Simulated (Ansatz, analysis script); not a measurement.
# GdNi: E(q) by the generalised Bloch theorem

Does a spiral lie below the collinear start of GdNi, and how stiff are the moments?

Program: Ansatz 0.2.0. Level of theory: PBEsol with U = 6 eV on Gd f (ortho-atomic projectors), PAW set soft_1 (files made for PBE). Results are calculated unless marked as measured.

This is a report of a sequence of runs, with most program output left out.

## Step 1: Starting point

It takes space group Cmcm (No. 63, orthorhombic). Conventional cell: a = 3.778 Å, b = 10.365 Å, c = 4.221 Å, α = 90.00°, β = 90.00°, γ = 90.00°. Nearest to Gd lie 7 Ni at 2.90 to 2.99 Å. Ni has 2 Ni at 2.58 Å and 7 Gd at 2.90 to 2.99 Å nearest. Farther neighbours are not listed.

The cell of this run holds 4 atoms, 4 of them with a starting moment; values «a cell» refer to the cell of the run in question.

## Step 2: Collinear start 1: ferro ++++

The order that a run ends on hangs on its start, so several orders are typed and the lowest is carried on. The program's own search can turn an unstable start over.

input.yaml

```yaml
crystal:
  lattice:
    - [1.889, -5.1825, 0.0]
    - [1.889, 5.1825, 0.0]
    - [0.0, 0.0, 4.221]
  atoms:
    - { symbol: Gd, position: [0.86, 0.14, 0.25], spin: 7.0 }
    - { symbol: Gd, position: [0.14, 0.86, 0.75], spin: 7.0 }
    - { symbol: Ni, position: [0.572, 0.428, 0.25], spin: 1.0 }
    - { symbol: Ni, position: [0.428, 0.572, 0.75], spin: 1.0 }
magnetization:
  spin_polarized: true
kpoints:
  mp_grid: { grid: [8, 8, 6] }
hamiltonian:
  xc: pbesol
  hubbard:
    projectors: ortho-atomic
    sites: [{ species: Gd, l: f, u_eff: 6.0 }]
  pseudopotentials: { kind: paw, azcp: { folder: soft_1 }, xc_functional: pbe }
scf:
  occupations: { method: fermi_dirac, width: 0.05 }
  max_iter: 120
  convergence: { dr2_threshold: 1.0e-08 }
output:
  write_density: true
  write_potential: true
  elf: true
  volumetric_format: npy
```

Run with:

```console
ansatz run input.yaml --threads 2 --pin off --max-ram 5632MiB --backend cpu --events-out ev --progress --plain --runs-dir out
```

Wall time 62 s (2 threads of Arm Neoverse V2, shared host); peak memory 0.84 GiB.

It ends ferromagnetic on the main sites, with smaller opposed moments on others, with 7.13 μB on the largest site.

## Step 3: Collinear start 2: antiferro +-+-

A self-consistent run from these starting moments shows which magnetic state they lead to.

input.yaml, the sections that differ from step 2:

```yaml
crystal:
  lattice:
    - [1.889, -5.1825, 0.0]
    - [1.889, 5.1825, 0.0]
    - [0.0, 0.0, 4.221]
  atoms:
    - { symbol: Gd, position: [0.86, 0.14, 0.25], spin: 7.0 }
    - { symbol: Gd, position: [0.14, 0.86, 0.75], spin: -7.0 }
    - { symbol: Ni, position: [0.572, 0.428, 0.25], spin: 1.0 }
    - { symbol: Ni, position: [0.428, 0.572, 0.75], spin: -1.0 }
# magnetization, kpoints, hamiltonian, scf: as in step 2
# output: removed
```

Run time: 95 s. Hardware: 2 threads; peak memory 0.92 GiB.

It ends antiferromagnetic, with 7.07 μB on the largest site.

## Step 4: Collinear start 3: antiferro +--+

The density is converged from the given moments; the state reached depends on that start.

Changes to input.yaml since step 3:

```diff
@@ -8,4 +8,4 @@
     - { symbol: Gd, position: [0.14, 0.86, 0.75], spin: -7.0 }
-    - { symbol: Ni, position: [0.572, 0.428, 0.25], spin: 1.0 }
-    - { symbol: Ni, position: [0.428, 0.572, 0.75], spin: -1.0 }
+    - { symbol: Ni, position: [0.572, 0.428, 0.25], spin: -1.0 }
+    - { symbol: Ni, position: [0.428, 0.572, 0.75], spin: 1.0 }
 magnetization:
```

The job ended after 96 s (2 threads; peak memory 0.93 GiB; 3.1 min of CPU time).

It ends antiferromagnetic, with 7.07 μB on the largest site.

## Step 5: Which start is lowest

```csv
typed order,atoms,final state,energy (meV/atom),largest moment (μB)
ferro ++++,4,"ferromagnetic, small opposed moments",0.00,7.13
antiferro +-+-,4,antiferromagnetic,9.32,7.07
antiferro +--+,4,antiferromagnetic,9.32,7.07
```

The session goes on from the lowest state with moments found, typed ferro ++++.

Spin moment in the atom's sphere by atom:

```csv
atom,spin moment in the atom's sphere (μB)
Gd1,7.13
Gd2,7.13
Ni3,-0.13
Ni4,-0.13
```

Tables count atoms from 1; parts of the log count from 0.

## Step 6: Denser mesh

Levels at the Fermi energy are partly filled, so moments and energy differences can hang on the k-mesh, and the state is solved again on a denser one.

input.yaml, the sections that differ from step 4:

```yaml
crystal:
  lattice:
    - [1.889, -5.1825, 0.0]
    - [1.889, 5.1825, 0.0]
    - [0.0, 0.0, 4.221]
  atoms:
    - { symbol: Gd, position: [0.86, 0.14, 0.25], spin: 7.13 }
    - { symbol: Gd, position: [0.14, 0.86, 0.75], spin: 7.13 }
    - { symbol: Ni, position: [0.572, 0.428, 0.25] }
    - { symbol: Ni, position: [0.428, 0.572, 0.75] }
kpoints:
  mp_grid: { grid: [11, 11, 9] }
basis:
  ecutwfc: 420.0
checkpoint:
  read: start
  write: ck
  compress: false
  write_wavefunctions: false
  write_every: 100000
# magnetization, hamiltonian, scf: as in step 4
```

Run with:

```console
ansatz run input.yaml --threads 4 --pin off --max-ram 11264MiB --backend cpu --events-out ev --progress --plain --runs-dir out
```

It took 21 s on 4 threads; peak memory 1.5 GiB.

Spin moment in the atom's sphere by atom:

```csv
atom,spin moment in the atom's sphere (μB)
Gd1,7.13
Gd2,7.13
Ni3,-0.12
Ni4,-0.12
```

The run ends ferromagnetic on the main sites, with smaller opposed moments on others, with a net moment of 14.7 μB a cell.

Each spiral starts from these moments, tilted 90° from the rotation axis z (a flat spiral), with their directions locked in the turning frame; energies are taken at the locked directions, corrected for the field of the lock. Spin–orbit coupling is switched off, so the energy does not depend on how the axis lies in the crystal. The folder named start holds the saved collinear state, from which each run begins.

The runs on spinors take the mesh 8×8×8.

## Step 7: q = (0, 0, 0)

The reference is the same input at q = 0, so that basis and exchange-correlation form match those at other q. Every q is chosen so that q/2 is a mesh vector: every spiral then samples the k-points of q = 0, and much mesh noise cancels.

input.yaml, the sections that differ from step 6:

```yaml
crystal:
  lattice:
    - [1.889, -5.1825, 0.0]
    - [1.889, 5.1825, 0.0]
    - [0.0, 0.0, 4.221]
  atoms:
    - { symbol: Gd, position: [0.86, 0.14, 0.25], spin: 7.13, spin_axis: [1.0, 0.0, 0.0] }
    - { symbol: Gd, position: [0.14, 0.86, 0.75], spin: 7.13, spin_axis: [1.0, 0.0, 0.0] }
    - { symbol: Ni, position: [0.572, 0.428, 0.25] }
    - { symbol: Ni, position: [0.428, 0.572, 0.75] }
kpoints:
  mp_grid: { grid: [8, 8, 8] }
magnetization:
  noncollinear: true
  spin_spiral: { q: [0.0, 0.0, 0.0] }
  spin_locking: { lock_directions: true }
checkpoint:
  read: start
# hamiltonian, scf, basis: as in step 6
```

Wall time 11 min (4 threads); peak memory 8.5 GiB.

The largest moment is 7.12 μB, against 7.13 μB in the collinear run.

## Step 8: q = (-0.5, 0.5, 0)

Only q changes. The cell stays that of the crystal, since the generalised Bloch theorem carries the rotation from cell to cell.

Changes to input.yaml since step 7:

```diff
@@ -26,3 +26,3 @@
   noncollinear: true
-  spin_spiral: { q: [0.0, 0.0, 0.0] }
+  spin_spiral: { q: [-0.5, 0.5, 0.0] }
   spin_locking: { lock_directions: true }
```

Elapsed: 15 min, on 4 threads; peak memory 8.8 GiB.

The energy of the cell lies 25.5 meV above that at q = 0, and the largest moment is 7.09 μB against 7.12 μB.

## Step 9: q = (-0.25, 0.25, 0)

Changes to input.yaml since step 8:

```diff
@@ -26,3 +26,3 @@
   noncollinear: true
-  spin_spiral: { q: [-0.5, 0.5, 0.0] }
+  spin_spiral: { q: [-0.25, 0.25, 0.0] }
   spin_locking: { lock_directions: true }
```

It took 14 min on 4 threads; peak memory 8.7 GiB; 56 min of CPU time.

The energy of the cell lies 9.69 meV above that at q = 0, and the largest moment is 7.11 μB against 7.12 μB.

## Step 10: q = (0, 0, 0.25)

Changes to input.yaml since step 9:

```diff
@@ -26,3 +26,3 @@
   noncollinear: true
-  spin_spiral: { q: [-0.25, 0.25, 0.0] }
+  spin_spiral: { q: [0.0, 0.0, 0.25] }
   spin_locking: { lock_directions: true }
```

Elapsed: 13 min, on 4 threads; peak memory 8.7 GiB; 53 min of CPU time.

The energy of the cell lies 12.8 meV above that at q = 0, and the largest moment is 7.11 μB against 7.12 μB.

## Step 11: q = (0, 0.5, 0)

Changes to input.yaml since step 10:

```diff
@@ -26,3 +26,3 @@
   noncollinear: true
-  spin_spiral: { q: [0.0, 0.0, 0.25] }
+  spin_spiral: { q: [0.0, 0.5, 0.0] }
   spin_locking: { lock_directions: true }
```

It took 68 s on 4 threads; peak memory 7.8 GiB.

The run was cut off at the time left to it in the session, and no result is taken from it.

2 more runs differ from these in the same keys alone and are tabled below.

## Step 12: Side runs that gave no result

| changed | outcome |
| --- | --- |
| none (memory cap of the command) | refused or stopped by the program |

## Step 13: The spirals together

```csv
q (reciprocal lattice),path length (1/Å),E(q) − E(0) (meV a magnetic atom),|m| Gd no. 1 (μB),|m| Gd no. 2 (μB)
"(0, 0, 0)",0.000,0.00,7.12,7.12
"(-0.25, 0.25, 0)",0.303,4.84,7.11,7.11
"(-0.5, 0.5, 0)",0.606,12.77,7.09,7.09
"(-0.25, 0.75, 0)",1.438,13.04,7.09,7.09
"(0, 0, 0)",2.875,0.00,7.12,7.12
"(0, 0, 0.25)",3.248,6.38,7.11,7.11
"(0, 0, 0.5)",3.620,14.30,7.08,7.08
```

## Step 14: Outcome

* lowest point with a result: q = 0
* highest point with a result: 14.3 meV a magnetic atom

In words: No spiral that was run lies below the ferromagnetic state at q = 0, and winding the moments costs up to 14.3 meV a magnetic atom. The moments change by at most 1 % from their size at q = 0, so they are nearly rigid. No spin model is given, since this treatment keeps to cells with one magnetic atom. States with other phases between the sublattices can lie lower than any point of this path. Points of the path without a result: 2. They can lie above or below those tabled. The 7 spiral runs took 87 min of wall time, added up. The mesh is modest for this system and can leave errors of some meV. Energies are free energies at a smearing of 0.05 eV, and with partly filled levels differences shift, at times strongly, as the smearing goes to zero. On f shells a spiral can end in a higher orbital state at some q, which shows as jumps in E(q).

[Logs and program files are shortened in this print: banners, set-up blocks, solver, clock and traceback lines can be left out without a mark of their own.]

[Logs are printed without paths, hosts, clocks, repeated set-up lines and the standing remarks that a program may print on its own settings, such as how far it seeks lower states.]

[Hosts, paths, dates, database ids (printed as entryN), source tags and the programs' standing remarks are cut or masked in the printed files.]
